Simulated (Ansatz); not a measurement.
# InNi3N (Pm-3m): phonons and vibrational spectra, part 2 of 3

How does InNi3N (Pm-3m) vibrate, and is this structure a minimum?

Ansatz 0.2.0; DFT PBEsol, scalar-relativistic, plane waves, PAW; PAW set soft_1.

So far: Starting point; Relaxation. The relaxed cell has a = 3.819 Å (conventional setting).

**3. Tight relaxation**

Phonons need a cell at rest on their own settings, so the relaxation is repeated with tight tolerances on forces and stress, using the mesh and the filling of the phonon run that follows.

File input.yaml:

```yaml
crystal:
  lattice:
    - [3.8187829654, 0.0, 0.0]
    - [0.0, 3.8187829654, 0.0]
    - [0.0, 0.0, 3.8187829654]
  atoms:
    - { symbol: In, position: [0.0, 0.0, 0.0] }
    - { symbol: Ni, position: [0.5, 0.5, 0.0] }
    - { symbol: Ni, position: [0.5, 0.0, 0.5] }
    - { symbol: Ni, position: [0.0, 0.5, 0.5] }
    - { symbol: "N", position: [0.5, 0.5, 0.5] }
kpoints:
  mp_grid: { grid: [12, 12, 12] }
hamiltonian:
  xc: pbesol
  pseudopotentials: { kind: paw, azcp: { folder: soft_1 }, xc_functional: pbe }
scf:
  occupations: { method: methfessel_paxton, width: 0.2 }
output:
  forces: true
  stress: true
  eigenvalues: true
relax:
  adjacent_minimum: "off"
  f_tol: 0.001
  max_steps: 60
  cell: { stress_tol: 0.01 }
```

Started as:

```
ansatz run input.yaml --threads 4 --pin off --max-ram 10240MiB --backend cpu --events-out ev --progress --plain --runs-dir out
```

Numbers of over 12 decimals in the logs are rounded to 6 here.

The log of the run:

```text
[...]
Crystal: 5 atoms, lattice volume = 55.690 Å³
Basis set: ecut = 420 eV, 1045 PW (Γ), exchange–correlation on 54×54×54 points (8 copies of the dense FFT grid, shifted against one another)
Bands: 44, of which v1, the nominal top of the filled ones, is band 36 counted from 1 (35 counted from 0)
Symmetry: 48 space group operations
[...]
k-points: 84 of 1728
[...]
--- Relaxed structure (2 steps of the walk, 2 accepted, 1 SCFs on fresh bases) ---
[...]
cell:  # Å, volume = 55.6916 Å³
    - [3.818827, 0.0, 0.0]
    - [0.0, 3.818827, 0.0]
    - [0.0, 0.0, 3.818827]
  atoms:
    - { symbol: In, position: [0, 0, 0] }
    - { symbol: Ni, position: [0.500000, 0.500000, 0] }
    - { symbol: Ni, position: [0.500000, 0, 0.500000] }
    - { symbol: Ni, position: [0, 0.500000, 0.500000] }
    - { symbol: N, position: [0.500000, 0.500000, 0.500000] }
[key lines of the parts left out:]
SCF converged after 6 iterations
Free energy (F): -23319.725801 eV
Fermi energy:    17.424147 eV
P = ⅓ Tr σ = 0.0057 GPa (0.057 kbar)
```

Wall time 9.1 s (4 threads of Arm Neoverse V2, shared host); peak memory 0.49 GiB.

Little changed from the start: no atom moved by 0.005 Å and no cell edge by 0.1 %.

This step gave:

```yaml
pressure: 0.005654 GPa
```

The forces vanish by symmetry and the pressure is 0.006 GPa, within the tolerances set. The cell now holds 11.14 Å³/atom.

**4. Linear response at the zone centre**

The zone centre comes first: it holds the modes that light can see, as far as symmetry allows. No field response is asked, since the mesh shows no gap.

input.yaml, the sections that differ from step 3:

```yaml
crystal:
  lattice:
    - [3.8188272572, 0.0, 0.0]
    - [0.0, 3.8188272572, 0.0]
    - [0.0, 0.0, 3.8188272572]
  atoms:
    - { symbol: In, position: [0.0, 0.0, 0.0] }
    - { symbol: Ni, position: [0.5, 0.5, 0.0] }
    - { symbol: Ni, position: [0.5, 0.0, 0.5] }
    - { symbol: Ni, position: [0.0, 0.5, 0.5] }
    - { symbol: "N", position: [0.5, 0.5, 0.5] }
output:
  eigenvalues: true
phonons:
  method: dfpt
# kpoints, hamiltonian, scf: as in step 3
# relax: removed
```

The log of the run:

```text
zone centre: on kpoints.mp_grid the ground state, and the responses unless they are solved on pairs of k-points, stand on 343 of the mesh's 1728 k-points, reduced under 8 symmetry operations, with k and −k counted as one. Each operation leaves every solved displacement unchanged or reverses it
[...]
Crystal: 5 atoms, lattice volume = 55.692 Å³
Basis set: ecut = 420 eV, 1045 PW (Γ), exchange–correlation on 54×54×54 points (8 copies of the dense FFT grid, shifted against one another)
Bands: 44, of which v1, the nominal top of the filled ones, is band 36 counted from 1 (35 counted from 0)
Symmetry: 48 space group operations
k-points: 343 of 1728 (irreducible under 8 space group operations)
[...]
SCF iter   1: F=—  HF=-23321.298020 eV  |F-HF|=—  |Δ(HF+E_count)|=         —  Δρ=1.36e-1  dr2=7.96e0  ethr=3.10e-3  ⟨swp⟩=5.5  Hψ=49117  notcnv=0
[...]
SCF iter  14: F=-23319.725801 eV  HF=-23319.725801 eV  |F-HF|=3.64e-12  |Δ(HF+E_count)|=  1.09e-11  S|Δr|=    0.00e0  Δρ=3.76e-8  dr2=1.02e-12  ethr=1.00e-12  ⟨swp⟩=5.1  Hψ=65855  notcnv=0
SCF 1 converged in 14 iterations: F = -23319.725801 eV  dr2 = 1.02e-12
[...]
DFPT response loops at Γ: preconditioner auto → Kerker (q_TF=auto, 2.848 Å⁻¹) (partly filled bands, converged f_vac=0.000); β = 1.00, the filter's whole step (`scf.mixing.beta` (0.50) is not read by the response loops under this deck's `scf.mixing.preconditioner`; to damp them name `kerker` or `kerker_dos`, under which they read `scf.mixing.beta`, and type it under 1.00, their step now; both keys bind the ground state too); Broyden in place of MSR1
SCF converged after 14 iterations
[...]
Free energy (F): -23319.725801 eV
[...]
Internal energy: -23319.726668 eV  (E = F + TS)
E sigma→0 (E₀):  -23319.726018 eV
Entropy (-TS):   0.000867 eV (0.173 meV/atom)
Fermi energy:    17.424146 eV
[...]
--- Band table (eV; the first three rows and the last of 343) ---
  k-point 0: bands = [... 32 lower, 16.5395, 16.5395, 16.5395, 16.6805, 18.3004, 19.7449, 19.7449, 19.7449, ... 4 higher]
  k-point 1: bands = [... 32 lower, 16.5395, 16.5433, 16.5433, 16.6550, 18.3318, 19.4772, 19.8447, 19.8447, ... 4 higher]
  k-point 2: bands = [... 32 lower, 16.5397, 16.5557, 16.5557, 16.5795, 18.4320, 19.0372, 20.1157, 20.1157, ... 4 higher]
  k-point 342: bands = [... 32 lower, 16.0698, 16.5255, 16.5255, 16.5255, 18.0636, 18.0636, 18.0636, 18.8635, ... 4 higher]
--- Phonons (Γ-DFPT): 4 representative perturbations + reference, on 343 of 1728 k-points (Σ response iterations 14) ---
  k mesh reduced under 8 symmetry operations, with k and −k counted as one. Each operation leaves every solved displacement unchanged or reverses it
  ASR residual: 6.971e-6 → 0.000e0 eV/Å²; symmetrization residual: 2.442e-6 eV/Å²
  ASR residual per site (eV/Å²): 9.67e-7 6.97e-6 6.97e-6 6.97e-6 4.07e-6
  Γ frequencies (cm⁻¹): 0.00 0.00 0.00 117.19 117.19 117.19 148.83 148.83 148.83 207.19 207.19 207.19 534.30 534.30 534.30
  non-analytic LO–TO correction: not included (Born effective charges unavailable; polar crystals: no LO–TO splitting at Γ)
```

Wall time 2.2 min (4 threads); peak memory 2.8 GiB; 8.5 min of CPU time.

This step gave:

| Quantity | Value |
| --- | --- |
| sum-rule residual before enforcement | 6.97e-6 eV/Å² |
| point group | m-3m |
| highest optical mode at the zone centre (no LO-TO term) | 534.3 cm⁻¹ |
| lowest optical zone-centre mode | 117.2 cm⁻¹ |

Patterns of degenerate modes are one choice out of their space. The modes at Γ (shares of kinetic energy by element, %):

| mode | frequency (cm⁻¹) | symmetry | In % | Ni % | N % |
| --- | --- | --- | --- | --- | --- |
| 1 | 0.0 | acoustic | 38 | 58 | 5 |
| 2 | 0.0 | acoustic | 38 | 58 | 5 |
| 3 | 0.0 | acoustic | 38 | 58 | 5 |
| 4 | 117.2 | T2u | 0 | 100 | 0 |
| 5 | 117.2 | T2u | 0 | 100 | 0 |
| 6 | 117.2 | T2u | 0 | 100 | 0 |
| 7 | 148.8 | T1u | 45 | 48 | 7 |
| 8 | 148.8 | T1u | 45 | 48 | 7 |
| 9 | 148.8 | T1u | 45 | 48 | 7 |
| 10 | 207.2 | T1u | 17 | 80 | 4 |
| 11 | 207.2 | T1u | 17 | 80 | 4 |
| 12 | 207.2 | T1u | 17 | 80 | 4 |
| 13 | 534.3 | T1u | 0 | 15 | 85 |
| 14 | 534.3 | T1u | 0 | 15 | 85 |
| 15 | 534.3 | T1u | 0 | 15 | 85 |

Displacements in mode 5 (117.2 cm⁻¹), the largest set to 1:
```
In1  0.00  0.00  0.00
Ni2  0.03  1.00  0.00
Ni3 -0.03  0.00  0.41
Ni4  0.00 -1.00 -0.41
N5   0.00  0.00  0.00
```

Displacements in mode 15 (534.3 cm⁻¹), the largest set to 1:
```
In1  0.00 -0.01 -0.01
Ni2  0.00  0.00 -0.19
Ni3  0.00 -0.21  0.00
Ni4  0.00  0.00  0.00
N5   0.00  1.00  0.92
```

Before it was imposed, the acoustic sum rule was missed by 7.0e-6 eV/Å². Small misses are needed for a sound result but don't prove that mesh and cutoff are converged. The lowest optical mode is real, 117 cm⁻¹.

**5. The dispersion**

Stability and thermal properties need the whole zone. Linear response on a 2×2×2 q mesh gives force constants as far as a supercell of that size would.

Changes to input.yaml since step 4:

```diff
@@ -22 +22,8 @@
   method: dfpt
+  qmesh: [2, 2, 2]
+  temperatures: { t_max: 1000, t_step: 50 }
+  qpath:
+    path:
+      - [[0.0, 0.0, 0.0], [0.0, 0.5, 0.0], [0.5, 0.5, 0.0], [0.0, 0.0, 0.0], [0.5, 0.5, 0.5], [0.0, 0.5, 0.0]]
+      - [[0.5, 0.5, 0.5], [0.5, 0.5, 0.0]]
+    npoints: 10
```

The log of the run:

```text
[...]
Crystal: 5 atoms, lattice volume = 55.692 Å³
Basis set: ecut = 420 eV, 1045 PW (Γ), exchange–correlation on 54×54×54 points (8 copies of the dense FFT grid, shifted against one another)
Bands: 44, of which v1, the nominal top of the filled ones, is band 36 counted from 1 (35 counted from 0)
Symmetry: 48 space group operations
k-points: 84 of 1728
[...]
SCF iter   1: F=—  HF=-23321.298006 eV  |F-HF|=—  |Δ(HF+E_count)|=         —  Δρ=1.36e-1  dr2=7.96e0  ethr=3.10e-3  ⟨swp⟩=5.7  Hψ=12135  notcnv=0
[...]
SCF iter  14: F=-23319.725801 eV  HF=-23319.725801 eV  |F-HF|=0.00e0  |Δ(HF+E_count)|=  7.28e-12  S|Δr|=    0.00e0  Δρ=3.80e-8  dr2=1.04e-12  ethr=1.00e-12  ⟨swp⟩=5.1  Hψ=16021  notcnv=0
SCF 1 converged in 14 iterations: F = -23319.725801 eV  dr2 = 1.04e-12
[...]
SCF iter   4: F=-23319.725801 eV  HF=-23319.725801 eV  |F-HF|=3.64e-12  |Δ(HF+E_count)|=  3.64e-12  S|Δr|=    0.00e0  Δρ=1.10e-7  dr2=3.16e-12  ethr=1.00e-12  ⟨swp⟩=4.3  Hψ=11651  notcnv=0
SCF 2 converged in 4 iterations: F = -23319.725801 eV  dr2 = 3.16e-12
[...]
phonons: the bands overlap, so this run is a metal and interpolates without the dipole-dipole term. If the crystal is really an insulator or semiconductor, its LO-TO splitting is missing
NSCF: frozen V_eff on 84 k-points
WARN: eigensolver did not converge (k=70): 1 band(s) unlocked after 20 sweeps at ethr=1.71e-12 eV (storage-precision floor; scheduled 1.00e-12 eV) (lowest unlocked band 43, counted from 0; max residual 3.30e-4 eV among the unlocked bands, 3.30e-4 eV over every band; other slots of this pass that fall short are told together in one closing line; warning suppressed until the next SCF loop or pass starts)
[...]
DFPT response loops at q = (0, 0, 0) (fractional): preconditioner auto → Kerker (q_TF=auto, 2.848 Å⁻¹) (partly filled bands, converged f_vac=0.000); β = 1.00, the filter's whole step (`scf.mixing.beta` (0.50) is not read by the response loops under this deck's `scf.mixing.preconditioner`; to damp them name `kerker` or `kerker_dos`, under which they read `scf.mixing.beta`, and type it under 1.00, their step now; both keys bind the ground state too); Broyden in place of MSR1
[...]
SCF converged after 14 iterations
[...]
Free energy (F): -23319.725801 eV
[...]
Internal energy: -23319.726668 eV  (E = F + TS)
E sigma→0 (E₀):  -23319.726018 eV
Entropy (-TS):   0.000867 eV (0.173 meV/atom)
Fermi energy:    17.424146 eV
[...]
--- Band table (eV; the first three rows and the last of 84) ---
  k-point 0: bands = [... 32 lower, 16.5395, 16.5395, 16.5395, 16.6805, 18.3004, 19.7449, 19.7449, 19.7449, ... 4 higher]
  k-point 1: bands = [... 32 lower, 16.5395, 16.5433, 16.5433, 16.6550, 18.3318, 19.4772, 19.8447, 19.8447, ... 4 higher]
  k-point 2: bands = [... 32 lower, 16.5397, 16.5557, 16.5557, 16.5795, 18.4320, 19.0372, 20.1157, 20.1157, ... 4 higher]
  k-point 83: bands = [... 32 lower, 16.0698, 16.5255, 16.5255, 16.5255, 18.0636, 18.0636, 18.0636, 18.8635, ... 4 higher]
--- Phonons (Γ-DFPT): 4 representative perturbations + reference (Σ response iterations 14) ---
  ASR residual: 7.101e-6 → 0.000e0 eV/Å²; symmetrization residual: 2.474e-6 eV/Å²
  ASR residual per site (eV/Å²): 7.10e-7 7.10e-6 7.10e-6 7.10e-6 4.23e-6
[...]
--- Phonons (arbitrary-q DFPT): 4 irreducible q on the 2×2×2 mesh ---
  q = [0.0000, 0.0000, 0.0000] (star 1, of the zone-centre solve; hermiticity 3.71e-7, symmetrization 5.05e-12): -0.00 0.00 0.00 117.19 117.19 117.19 148.83 148.83 148.83 207.19 207.19 207.19 534.30 534.30 534.30
  q = [0.0000, 0.0000, -0.5000] (star 3, 9 solved perturbations in 2646 linear systems a pass and spin channel, the states on 343 of 1728 k-point pairs; hermiticity 2.66e-7, symmetrization 2.12e-12): 93.95 93.95 103.11 103.11 111.81 155.09 156.65 156.65 172.82 172.82 182.37 246.69 533.22 533.22 599.01
[...]
sum rule: each row above includes the acoustic sum rule's correction from the zone centre's row sums; it moved no ω² by more than (0.29 cm⁻¹)²
  mesh force constants: q→R imaginary residual 6.60e-18; ASR residual 7.101e-6 → 0.000e0 eV/Å²; symmetrization residual 1.776e-14 eV/Å²
  interpolated dispersion: 62 rows × 15 modes
  density of states and harmonic sums: on the 16×16×16 q-mesh, interpolated from the force constants of a 2×2×2 supercell (no non-analytic term)
  largest difference from the sums on the solved wave vectors: F 6.96e-2 eV, S 1.02e-4 and C_V 3.22e-5 eV/K
  zero-point energy: 0.218350 eV/cell   skipped modes (ω ≤ 0): 3   left out of the sums: 4.88e-5 of the cell's modes: C_V's classical limit lies that fraction below 3 k_B per atom; for a crystal, a wire or a layer, F and S can be off by more, and a phonons.interpolated_qmesh denser along its periods is the remedy for the sampling
```

Elapsed: 9.7 min, on 4 threads; peak memory 2.4 GiB; 38 min of CPU time.

Numbers from this step:

- sum-rule residual before enforcement: 7.10e-6 eV/Å²
- lowest frequency on the path: 0 cm⁻¹
- highest frequency on the path or at a solved wavevector: 599.0 cm⁻¹
- mean frequency: 234.8 cm⁻¹
- Debye temperature (second moment): 536 K
- logarithmic mean frequency: 190.6 cm⁻¹
- lowest mode on the q mesh (acoustic modes at Γ apart): 93.95 cm⁻¹
- zero-point energy per atom: 43.67 meV
- heat capacity at 300 K: 21.83 J/(mol atoms K)
- vibrational entropy at 300 K: 28.94 J/(mol atoms K)
- edges of the widest gap between branches, on path and mesh: 311.9, 533.2 cm⁻¹

Frequencies (cm⁻¹) solved at each irreducible wavevector; negative means imaginary. Frequencies by wavevector, by row:

| q in reciprocal lattice units | star | mode 1 | mode 2 | mode 3 | mode 4 | mode 13 | mode 14 | mode 15 |
| --- | --- | --- | --- | --- | --- | --- | --- | --- |
| 0 0 0 | 1 | 0 | 0 | 0 | 117.2 | 534.3 | 534.3 | 534.3 |
| 0 0 -0.5 | 3 | 94 | 94 | 103.1 | 103.1 | 533.2 | 533.2 | 599 |
| 0 -0.5 -0.5 | 3 | 106.8 | 106.8 | 119.8 | 127.5 | 535.7 | 582.5 | 582.5 |
| -0.5 -0.5 -0.5 | 1 | 100.4 | 100.4 | 100.4 | 136.4 | 573.6 | 573.6 | 573.6 |

Interpolated from a 2×2×2 q mesh, rough between the solved points. Phonon branches along the path, in cm⁻¹:

| point | branch 1 | branch 2 | branch 3 | branch 4 | branch 12 | branch 13 | branch 14 | branch 15 |
| --- | --- | --- | --- | --- | --- | --- | --- | --- |
| Γ | 0 | 0 | 0 | 117 | 207 | 534 | 534 | 534 |
| halfway | 55 | 55 | 111 | 114 | 224 | 534 | 534 | 565 |
| X | 94 | 94 | 103 | 103 | 247 | 533 | 533 | 599 |
| halfway | 102 | 105 | 110 | 111 | 259 | 534 | 557 | 591 |
| M | 107 | 107 | 120 | 128 | 281 | 536 | 583 | 583 |
| halfway | 75 | 84 | 113 | 116 | 234 | 534 | 561 | 561 |
| Γ | 0 | 0 | 0 | 117 | 207 | 534 | 534 | 534 |
| halfway | 90 | 90 | 112 | 129 | 246 | 558 | 558 | 559 |
| R | 100 | 100 | 100 | 136 | 312 | 574 | 574 | 574 |
| halfway | 97 | 107 | 117 | 119 | 271 | 554 | 556 | 584 |
| X | 94 | 94 | 103 | 103 | 247 | 533 | 533 | 599 |
| jump to R | 100 | 100 | 100 | 136 | 312 | 574 | 574 | 574 |
| halfway | 104 | 104 | 115 | 128 | 293 | 554 | 578 | 578 |
| M | 107 | 107 | 120 | 128 | 281 | 536 | 583 | 583 |

The phonon density of states has structure finer than the step of the table below, so its rows give means over 20 cm⁻¹, whole bins alone (the curve runs from 2.5 to 602 cm⁻¹). Peaks (cm⁻¹: height): 102.5: 0.103, 117.5: 0.188, 182.5: 0.131, 537.5: 0.0981.

Tetrahedra on a 16×16×16 mesh, mean over bins of 5 cm-1. Interpolated from a 2×2×2 q mesh, rough between the solved points. The phonon density of states by wavenumber; means over each step:

| wavenumber (cm⁻¹) | phonon density of states (1/cm⁻¹/cell) |
| --- | --- |
| 20 | 6.4e-4 |
| 40 | 0.00305 |
| 60 | 0.00846 |
| 80 | 0.0236 |
| 100 | 0.0799 |
| 120 | 0.132 |
| 140 | 0.0540 |
| 160 | 0.0578 |
| 180 | 0.0965 |
| 200 | 0.0842 |
| 220 | 0.0172 |
| 240 | 0.0129 |
| 260 | 0.0157 |
| 280 | 0.0110 |
| 300 | 0.00302 |
| 320 | 1.1e-4 |
| 340 | 0 |
| 360 | 0 |
| 380 | 0 |
| 400 | 0 |
| 420 | 0 |
| 440 | 0 |
| 460 | 0 |
| 480 | 0 |
| 500 | 0 |
| 520 | 0.00247 |
| 540 | 0.0567 |
| 560 | 0.0414 |
| 580 | 0.0443 |

The partial phonon density of states has structure finer than the step of the table below, so its rows give means over 20 cm⁻¹, whole bins alone (the curve runs from -10 to 626 cm⁻¹). Peaks (cm⁻¹: height): In 102.0: 0.0486, 146.0: 0.0228, 182.1: 0.0261; N 538.2: 0.0606, 578.2: 0.0513; Ni 118.0: 0.132, 186.1: 0.0861.

Phonopy on the run's constants, 15x15x15 mesh, Gaussian sigma 4.5 cm-1. Interpolated from a 2×2×2 q mesh, rough between the solved points. Partial phonon density of states against wavenumber; means over each step; values in 1/cm⁻¹/cell:

| wavenumber (cm⁻¹) | In | N | Ni |
| --- | --- | --- | --- |
| 0 | 2.7e-5 | 1.0e-6 | 3.8e-5 |
| 20 | 2.7e-4 | 3.2e-5 | 4.1e-4 |
| 40 | 0.00126 | 1.3e-4 | 0.00184 |
| 60 | 0.00350 | 2.7e-4 | 0.00474 |
| 80 | 0.0113 | 4.3e-4 | 0.0125 |
| 100 | 0.0390 | 5.3e-4 | 0.0422 |
| 120 | 0.0211 | 6.0e-4 | 0.106 |
| 140 | 0.0163 | 0.00153 | 0.0381 |
| 160 | 0.0186 | 0.00263 | 0.0368 |
| 180 | 0.0226 | 0.00176 | 0.0705 |
| 200 | 0.0136 | 0.00154 | 0.0682 |
| 220 | 0.00219 | 4.2e-4 | 0.0168 |
| 240 | 1.1e-4 | 4.5e-4 | 0.0122 |
| 260 | 5.5e-5 | 4.3e-4 | 0.0150 |
| 280 | 1.5e-5 | 2.2e-4 | 0.0107 |
| 300 | 0 | 4.9e-5 | 0.00313 |
| 320 | 0 | 1.1e-6 | 1.9e-4 |
| 340 | 0 | 0 | 0 |
| 360 | 0 | 0 | 0 |
| 380 | 0 | 0 | 0 |
| 400 | 0 | 0 | 0 |
| 420 | 0 | 0 | 0 |
| 440 | 0 | 0 | 0 |
| 460 | 0 | 0 | 0 |
| 480 | 0 | 0 | 0 |
| 500 | 0 | 0 | 0 |
| 520 | 9.5e-7 | 0.00374 | 6.5e-4 |
| 540 | 2.7e-5 | 0.0476 | 0.00702 |
| 560 | 4.7e-5 | 0.0390 | 0.00252 |
| 580 | 7.0e-5 | 0.0423 | 6.3e-4 |
| 600 | 5.4e-6 | 0.00633 | 3.0e-5 |

Harmonic thermodynamic functions per atom, from the density of states. Interpolated from a 2×2×2 q mesh, rough between the solved points. Thermodynamic functions, by row:

| T (K) | F_vib (meV/atom) | S (J/mol-atom/K) | C_V (J/mol-atom/K) |
| --- | --- | --- | --- |
| 0 | 43.67 | 0 | 0 |
| 50 | 43.38 | 2.266 | 5.829 |
| 100 | 40.49 | 9.013 | 13.54 |
| 200 | 24.83 | 20.55 | 19.4 |
| 300 | -1.03 | 28.94 | 21.83 |
| 400 | -34.5 | 35.4 | 23 |
| 500 | -73.98 | 40.61 | 23.64 |
| 600 | -118.4 | 44.95 | 24.01 |
| 700 | -166.9 | 48.67 | 24.25 |
| 800 | -219.1 | 51.92 | 24.4 |
| 900 | -274.4 | 54.8 | 24.51 |
| 1000 | -332.6 | 57.39 | 24.59 |

Harmonic mean-square displacement, third of the trace. Interpolated from a 2×2×2 q mesh, rough between the solved points. Mean square displacements, by row:

| T (K) | In1 U_eq (Å²) | Ni2 U_eq (Å²) | Ni3 U_eq (Å²) | Ni4 U_eq (Å²) | N5 U_eq (Å²) |
| --- | --- | --- | --- | --- | --- |
| 0 | 0.00122 | 0.00197 | 0.00197 | 0.00197 | 0.0026 |
| 100 | 0.00196 | 0.00284 | 0.00284 | 0.00284 | 0.00295 |
| 300 | 0.00501 | 0.00687 | 0.00687 | 0.00687 | 0.00463 |
| 600 | 0.00985 | 0.0134 | 0.0134 | 0.0134 | 0.00799 |

Symmetry leaves 4 wavevectors to solve. The lowest mode among them, the acoustic zeros apart, lies at q = (0, 0, -0.5) and is real, 94.0 cm⁻¹.

**6. Isotope substitution, element In, natural mass 114.818 amu**

An isotope changes the mass and not the force constants, so no new electronic calculation is needed; the shifts show which modes move this element.

(Part 2 of 3 ends here.)

[Logs are printed without paths, hosts, clocks, repeated set-up lines and the standing remarks that a program may print on its own settings, such as how far it seeks lower states.]

[Hosts, paths, dates, database ids (printed as entryN), source tags and the programs' standing remarks are cut or masked in the printed files.]
